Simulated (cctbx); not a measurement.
## Symmetry from intensities

Cell: a = 10.9700 Å, b = 10.9700 Å, c = 10.9700 Å, α = 90.00°, β = 90.00°, γ = 90.00°. Expected content of the cell: Os32 W48 Ni16 C8.

Simulated single-crystal data (cctbx): synchrotron X-rays, λ = 0.6889 Å, to d = 0.6 Å, 70 % of the full sphere, strongest reflection 5000 counts, noise from counting, a 4 % proportional error and a noise floor of 8 counts (s.d.); no absorption, some extinction.

Tests on the unmerged data give:

```text
17874 reflections to d = 0.600 A
centring   violations  <I/sigma> of those
    A          0 of  8982      0.0
    B          0 of  8960     -0.0
    C          0 of  8986     -0.0
    I       1634 of  8945      2.3
    R       1903 of 11865      2.2
    F          0 of 13464     -0.0
Laue class    unique    Rint  (classes that these axes allow; Friedel mates merged)
F m m m           896   0.053
F m -3            307   0.056
F m -3 m          204   0.056
space group    extra absences  I>4sigma  <I/sigma>
F 4 3 2                 0          0         -  acentric
F 41 3 2               22          0      -0.3  acentric
F -4 3 m                0          0         -  acentric
F m -3 m                0          0         -  centric
F d -3 m :1           235          0       0.1  centric
F d -3 m :2           235          0       0.1  centric
Wilson B = 0.32 A^2   <|E^2-1|> = 0.760 (0.968 centric, 0.736 acentric)   E^2>4: 1.0 %
shell (A)         n   <I/sigma>
 6.33 - 1.20     37     36.4
 1.20 - 0.95     25     43.2
 0.95 - 0.83     27     40.5
 0.83 - 0.76     22     44.7
 0.76 - 0.70     20     33.0
 0.70 - 0.66     26     36.0
 0.66 - 0.63     24     32.1
 0.63 - 0.60     23     31.8
```

**Question.** What are the lattice type, the Laue class and the likely space group?

The reflections that A, B, C and F centring forbids are absent (⟨I/σ⟩ near 0), so the lattice is F. F holds A, B and C together.

Rint stays low (0.053 to 0.056) up to F m -3 m, the highest class in these axes.

6 settings pass the absence test. The most absences obeyed, 235, belong to F d -3 m alone.

⟨|E²−1|⟩ = 0.760 leans to a non-centrosymmetric structure. Here that hint misleads: the statistic assumes many like atoms on general positions, and few, heavy or special-position atoms break it. The Wilson B of 0.32 Å² means U ≈ 0.0041 Å².

The true group is Fd-3m (no. 227, origin choice 1), Laue class m-3m, centrosymmetric. The tables fix it.

The model is made up (kin elements in a known structure type, no relaxation), so it says nothing on whether the phase exists.

[Logs are printed without paths, hosts, clocks, repeated set-up lines and the standing remarks that a program may print on its own settings, such as how far it seeks lower states.]
